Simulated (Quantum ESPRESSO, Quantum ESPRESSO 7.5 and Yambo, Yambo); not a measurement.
# Quasiparticle gap of WS2 (Tungstenite) in Yambo

Wanted: ground state, empty states, screening and self-energy for WS2 (Tungstenite).

Method: PBE and many-body steps on it, plane waves, in Quantum ESPRESSO 7.5 and Yambo 5.3.0.

This is a report of a sequence of runs, with most program output left out.

### Step 1. The structure

It takes space group P6_3/mmc (No. 194, hexagonal). Conventional cell: a = 3.153 Å, b = 3.153 Å, c = 12.323 Å, α = 90.00°, β = 90.00°, γ = 120.00°. W has 6 S at 2.40 Å nearest. Nearest to S lie 3 W at 2.40 Å. Farther neighbours and most contacts between anions are not listed.

The cell and positions come from the Crystallography Open Database and are kept as given unless a step says otherwise. Spin-orbit coupling is left out unless a step names it.

### Step 2. Ground state

This step: Quantum ESPRESSO 7.5; DFT, PBE, plane waves, norm-conserving pseudopotentials.

The ground-state density comes first.

Contents of pw.in:

```
&control
  calculation = 'scf'
  prefix = 'x'
  outdir = 'o'
  pseudo_dir = 'pseudo'
/
&system
  ibrav = 0
  nat = 6
  ntyp = 2
  ecutwfc = 62.0
  nbnd = 33
  force_symmorphic = .true.
/
&electrons
  conv_thr = 1e-10
  electron_maxstep = 80
  mixing_beta = 0.5
/
ATOMIC_SPECIES
  W 183.84 W.upf
  S 32.06 S.upf
CELL_PARAMETERS angstrom
  3.1532000000 0.0000000000 0.0000000000
  -1.5766000000 2.7307513032 0.0000000000
  0.0000000000 0.0000000000 12.3230000000
ATOMIC_POSITIONS crystal
  W 0.3333333333 0.6666666667 0.2500000000
  W 0.6666666667 0.3333333333 0.7500000000
  S 0.3333333333 0.6666666667 0.6225000000
  S 0.6666666667 0.3333333333 0.1225000000
  S 0.3333333333 0.6666666667 0.8775000000
  S 0.6666666667 0.3333333333 0.3775000000
K_POINTS automatic
  6 6 2 0 0 0
```

Started as:

```console
$ OMP_NUM_THREADS=1 mpirun -n 16 pw.x -nk 8 -in pw.in > pw.out
```

Run time: 6.3 s. Hardware: 16 MPI ranks of Arm Neoverse V2, shared host; peak memory 1 GiB.

Numbers from this step:

```
total energy               : -5334.2445 eV
gap                        : 0.9806 eV
k of the valence top       : 0, 0, 0
k of the conduction bottom : 0.1667, 0.1667, 0
least direct gap           : 1.837 eV
```

The gap is indirect, with the least direct gap 0.86 eV higher.

### Step 3. Bands along the symmetry lines

Levels along a band path, at the cheap level, show where the edges lie and whether the meshes to come will hold them.

Contents of pw.in:

```
&control
  calculation = 'bands'
  prefix = 'x'
  outdir = 'o'
  pseudo_dir = 'pseudo'
/
&system
  ibrav = 0
  nat = 6
  ntyp = 2
  ecutwfc = 62.0
  nbnd = 32
  force_symmorphic = .true.
/
&electrons
  conv_thr = 1e-9
  electron_maxstep = 80
  diago_full_acc = .true.
  diago_thr_init = 5e-6
/
ATOMIC_SPECIES
  W 183.84 W.upf
  S 32.06 S.upf
CELL_PARAMETERS angstrom
  3.1532000000 0.0000000000 0.0000000000
  -1.5766000000 2.7307513032 0.0000000000
  0.0000000000 0.0000000000 12.3230000000
ATOMIC_POSITIONS crystal
  W 0.3333333333 0.6666666667 0.2500000000
  W 0.6666666667 0.3333333333 0.7500000000
  S 0.3333333333 0.6666666667 0.6225000000
  S 0.6666666667 0.3333333333 0.1225000000
  S 0.3333333333 0.6666666667 0.8775000000
  S 0.6666666667 0.3333333333 0.3775000000
K_POINTS crystal
  75
  0.00000000 0.00000000 0.00000000 1
  0.06250000 0.00000000 0.00000000 1
  0.12500000 0.00000000 0.00000000 1
  0.18750000 0.00000000 0.00000000 1
  0.25000000 0.00000000 0.00000000 1
  0.31250000 0.00000000 0.00000000 1
  0.37500000 0.00000000 0.00000000 1
  0.43750000 0.00000000 0.00000000 1
  0.50000000 0.00000000 0.00000000 1
  0.47916667 0.04166667 0.00000000 1
  0.45833333 0.08333333 0.00000000 1
  0.43750000 0.12500000 0.00000000 1
  0.41666666 0.16666666 0.00000000 1
  0.39583333 0.20833333 0.00000000 1
  0.37500000 0.25000000 0.00000000 1
  0.35416666 0.29166666 0.00000000 1
  0.33333333 0.33333333 0.00000000 1
  0.29166666 0.29166666 0.00000000 1
  0.25000000 0.25000000 0.00000000 1
  0.20833333 0.20833333 0.00000000 1
  0.16666666 0.16666666 0.00000000 1
  0.12500000 0.12500000 0.00000000 1
  0.08333333 0.08333333 0.00000000 1
  0.04166667 0.04166667 0.00000000 1
  0.00000000 0.00000000 0.00000000 1
  0.00000000 0.00000000 0.06250000 1
  0.00000000 0.00000000 0.12500000 1
  0.00000000 0.00000000 0.18750000 1
  0.00000000 0.00000000 0.25000000 1
  0.00000000 0.00000000 0.31250000 1
  0.00000000 0.00000000 0.37500000 1
  0.00000000 0.00000000 0.43750000 1
  0.00000000 0.00000000 0.50000000 1
  0.06250000 0.00000000 0.50000000 1
  0.12500000 0.00000000 0.50000000 1
  0.18750000 0.00000000 0.50000000 1
  0.25000000 0.00000000 0.50000000 1
  0.31250000 0.00000000 0.50000000 1
  0.37500000 0.00000000 0.50000000 1
  0.43750000 0.00000000 0.50000000 1
  0.50000000 0.00000000 0.50000000 1
  0.47916667 0.04166667 0.50000000 1
  0.45833333 0.08333333 0.50000000 1
  0.43750000 0.12500000 0.50000000 1
  0.41666666 0.16666666 0.50000000 1
  0.39583333 0.20833333 0.50000000 1
  0.37500000 0.25000000 0.50000000 1
  0.35416666 0.29166666 0.50000000 1
  0.33333333 0.33333333 0.50000000 1
  0.29166666 0.29166666 0.50000000 1
  0.25000000 0.25000000 0.50000000 1
  0.20833333 0.20833333 0.50000000 1
  0.16666666 0.16666666 0.50000000 1
  0.12500000 0.12500000 0.50000000 1
  0.08333333 0.08333333 0.50000000 1
  0.04166667 0.04166667 0.50000000 1
  0.00000000 0.00000000 0.50000000 1
  0.50000000 0.00000000 0.50000000 1
  0.50000000 0.00000000 0.43750000 1
  0.50000000 0.00000000 0.37500000 1
  0.50000000 0.00000000 0.31250000 1
  0.50000000 0.00000000 0.25000000 1
  0.50000000 0.00000000 0.18750000 1
  0.50000000 0.00000000 0.12500000 1
  0.50000000 0.00000000 0.06250000 1
  0.50000000 -0.00000000 0.00000000 1
  0.33333333 0.33333333 0.50000000 1
  0.33333333 0.33333333 0.43750000 1
  0.33333333 0.33333333 0.37500000 1
  0.33333333 0.33333333 0.31250000 1
  0.33333333 0.33333333 0.25000000 1
  0.33333333 0.33333333 0.18750000 1
  0.33333333 0.33333333 0.12500000 1
  0.33333333 0.33333333 0.06250000 1
  0.33333333 0.33333333 0.00000000 1
```

Started as:

```console
$ OMP_NUM_THREADS=1 mpirun -n 16 pw.x -nk 16 -in pw.in > pw.out
```

Run time: 7.6 s. Hardware: 16 MPI ranks; peak memory 1.3 GiB.

This step gave:

```yaml
gap: 0.9806 eV
k_of_the_valence_top: 0, 0, 0
k_of_the_conduction_bottom: 0.1667, 0.1667, 0
least_direct_gap: 1.837 eV
```

The gap is 0.981 eV, as in the run before at this level.

The electronic bands at the labelled points (eV, zero at the top of the highest filled band):

```csv
point,band 23,band 24,band 25,band 26,band 27,band 28,band 29,band 30
Γ,-2.19,-1.52,-1.22,0.00,2.31,2.31,2.32,2.36
halfway,-2.57,-1.88,-1.62,-1.48,1.35,1.85,2.08,2.30
M,-1.97,-1.76,-1.71,-1.53,2.33,2.38,2.61,2.91
halfway,-3.01,-2.62,-1.21,-0.96,1.96,2.06,2.69,2.91
K,-2.94,-2.94,-0.74,-0.53,1.30,1.30,2.05,3.28
halfway,-2.11,-1.85,-1.53,-1.50,0.98,1.83,2.08,2.19
Γ,-2.19,-1.52,-1.22,0.00,2.31,2.31,2.32,2.36
halfway,-2.20,-2.13,-0.74,-0.08,2.31,2.31,2.31,2.31
A,-2.21,-2.21,-0.32,-0.32,2.30,2.30,2.30,2.30
halfway,-2.36,-2.36,-1.51,-1.51,1.77,1.77,1.96,1.96
L,-1.87,-1.87,-1.60,-1.60,2.35,2.35,2.78,2.78
halfway,-2.88,-2.88,-1.07,-1.07,2.01,2.01,2.86,2.86
H,-3.11,-3.11,-0.65,-0.65,1.31,1.31,2.58,2.58
halfway,-2.04,-2.04,-1.51,-1.51,1.38,1.38,2.22,2.22
A,-2.21,-2.21,-0.32,-0.32,2.30,2.30,2.30,2.30
jump to L,-1.87,-1.87,-1.60,-1.60,2.35,2.35,2.78,2.78
halfway,-1.94,-1.79,-1.67,-1.55,2.34,2.37,2.67,2.88
M,-1.97,-1.76,-1.71,-1.53,2.33,2.38,2.61,2.91
jump to H,-3.11,-3.11,-0.65,-0.65,1.31,1.31,2.58,2.58
halfway,-3.01,-3.01,-0.71,-0.57,1.31,1.31,2.20,3.04
K,-2.94,-2.94,-0.74,-0.53,1.30,1.30,2.05,3.28
```

### Step 4. Empty states on the mesh, 3×3×1 mesh, 111 bands

The sums over transitions need many empty states on a uniform mesh; this step solves for them.

Contents of pw.in:

```
&control
  calculation = 'nscf'
  prefix = 'x'
  outdir = 'o'
  pseudo_dir = 'pseudo'
/
&system
  ibrav = 0
  nat = 6
  ntyp = 2
  ecutwfc = 62.0
  nbnd = 111
  force_symmorphic = .true.
/
&electrons
  conv_thr = 1e-9
  electron_maxstep = 80
  diago_full_acc = .true.
  diago_thr_init = 5e-6
/
ATOMIC_SPECIES
  W 183.84 W.upf
  S 32.06 S.upf
CELL_PARAMETERS angstrom
  3.1532000000 0.0000000000 0.0000000000
  -1.5766000000 2.7307513032 0.0000000000
  0.0000000000 0.0000000000 12.3230000000
ATOMIC_POSITIONS crystal
  W 0.3333333333 0.6666666667 0.2500000000
  W 0.6666666667 0.3333333333 0.7500000000
  S 0.3333333333 0.6666666667 0.6225000000
  S 0.6666666667 0.3333333333 0.1225000000
  S 0.3333333333 0.6666666667 0.8775000000
  S 0.6666666667 0.3333333333 0.3775000000
K_POINTS automatic
  3 3 1 0 0 0
```

Started as:

```console
$ OMP_NUM_THREADS=1 mpirun -n 16 pw.x -nk 4 -in pw.in > pw.out
```

Elapsed: 2.6 s, on 16 MPI ranks; peak memory 0.87 GiB; 40 s of CPU time.

Numbers from this step:

```yaml
gap: 1.305 eV
k_of_the_valence_top: 0, 0, 0
k_of_the_conduction_bottom: 0.3333, 0.3333, 0
least_direct_gap: 1.837 eV
k_points_computed: 3
lowest_point_of_the_top_converged_band_above_the_valence_top: 38.77 eV
```

On this mesh the gap is 1.305 eV. The earlier step found 0.981 eV, so this mesh misses an edge.

### Step 5. Conversion and set-up

This step: Yambo 5.3.0; conversion and set-up on PBE, plane waves, norm-conserving pseudopotentials.

The states are converted to the many-body program's format and the q mesh is built.

Started as:

```console
$ (cd o/x.save; p2y > p2y.log; mv SAVE ../..); yambo > setup.log
```

Elapsed: 1.9 s, on 1 MPI rank; peak memory 0.24 GiB.

### Step 6. Screening and self-energy, 3×3×1 mesh, 111 bands, screening to 95.2 eV

Now the one-shot GW correction: screening in the RPA, then the self-energy of the levels asked for.

This step: G0W0 on PBE, plane waves, norm-conserving pseudopotentials.

Contents of gw1.in:

```
HF_and_locXC
gw0
dyson
ppa
em1d
rim_cut
RandQpts= 1000000
RandGvec= 1 RL
EXXRLvcs= 62 Ry
VXCRLvcs= 248 Ry
Chimod= "HARTREE"
% BndsRnXp
 1 | 111 |
%
NGsBlkXp= 7 Ry
% LongDrXp
 1 | 1 | 1 |
%
% GbndRnge
 1 | 111 |
%
DysSolver= "n"
ExtendOut
PPAPntXp= 27.21138 eV
% QPkrange
 1 | 1 | 25 | 28 |
 3 | 3 | 25 | 28 |
%
```

Started as:

```console
$ OMP_NUM_THREADS=2 mpirun -n 8 yambo -F gw1.in -J gw1 -C gw1 > gw1.log
```

The job ended after 6.8 s (8 MPI ranks; peak memory 2.6 GiB; 70 s of CPU time).

This step gave:

```yaml
g0w0_gap_on_the_points_computed: 2.015 eV
starting_gap_on_the_mesh: 1.305 eV
k_of_the_valence_top: 0, 0, 0
k_of_the_conduction_bottom: 0.3333, 0.3333, 0
least_direct_g0w0_gap_on_the_computed_points: 2.582 eV
z_at_the_valence_top: 0.7946
z_at_the_conduction_bottom: 0.7967
```

The gap on the mesh goes from 1.31 eV to 2.01 eV, a correction of +0.71 eV. The start differs from the 0.98 eV found before because the two sample other k points.

Limits: finite bands, cutoff and mesh; no spin-orbit coupling; coarse k mesh. v1 is the top filled band, c1 the lowest empty one. The levels before and after the correction (eV, zero at the valence-band top of each column):

|  | conduction bottom | valence top |
| --- | --- | --- |
| Kohn-Sham | 1.31 | 0.00 |
| G0W0 | 2.01 | 0.00 |

```
                           level  energy (eV)
Kohn-Sham                   Γ v2       -1.221
Kohn-Sham                   Γ v1        0.000
Kohn-Sham                Γ c1-c2        2.311
Kohn-Sham     (0.333 0.333 0) v2       -0.739
Kohn-Sham     (0.333 0.333 0) v1       -0.532
Kohn-Sham  (0.333 0.333 0) c1-c2        1.305
     G0W0                   Γ v2       -1.362
     G0W0                   Γ v1        0.000
     G0W0                Γ c1-c2        2.864
     G0W0     (0.333 0.333 0) v2       -0.826
     G0W0     (0.333 0.333 0) v1       -0.568
     G0W0  (0.333 0.333 0) c1-c2        2.015
```

### Step 7. Where the time went

Times are wall times on the hardware named with each run, good to a factor of about two.

```
                          step   time  share  memory (GiB)
                  ground state  6.3 s   25 %           1.0
bands along the symmetry lines  7.6 s   30 %           1.3
      empty states on the mesh  2.6 s   10 %          0.87
         conversion and set-up  1.9 s    7 %          0.24
     screening and self-energy  6.8 s   27 %           2.6
```

### Step 8. What came out

```json
{
  "PBE gap": "0.98 eV, indirect",
  "G0W0 gap on the mesh": "2.01 eV",
  "G0W0 gap over the zone (rigid shift)": "1.69 eV",
  "GW settings": "3×3×1 mesh, 111 bands, screening to 95.2 eV, Godby-Needs plasmon pole",
  "known limits": "not at the basis limit; no spin-orbit coupling; coarse k mesh"
}
```

**Reading.** G0W0 moves the gap on the mesh from 1.31 eV to 2.01 eV (+0.71 eV), with Z of 0.79 and 0.80 at the edges. The mesh misses the band edges by 0.32 eV in all; a rigid shift gives 1.69 eV for the zone. Only 2 of the mesh's irreducible points were corrected, so a valley elsewhere could overtake. Bands and cutoff are finite, so the gap is not at the basis limit. The miss can reach some tenths of an eV and take either sign; the mesh is an error of its own. In the G0W0 run levels were corrected at 2 k points alone, so a gap called «on the mesh» is the least over those, and an edge elsewhere would be missed. A denser mesh or path gives a starting gap of 0.98 eV: the GW mesh misses a band edge, so its gaps are not the fundamental one. The 3×3×1 mesh is coarse for this cell, which bears on the long-range parts of exchange and screening. The many-body steps are scalar-relativistic: spin-orbit coupling is not in them.

[Paths, hosts, dates, memory and timing lines, banners, echoed tables and standing remarks are left out of the program output.]

[Logs are printed without paths, hosts, clocks, repeated set-up lines and the standing remarks that a program may print on its own settings, such as how far it seeks lower states.]

[Runs of the session that timed out or met a known fault of the program may be left out.]

[Hosts, paths, dates, database ids (printed as entryN), source tags and the programs' standing remarks are cut or masked in the printed files.]
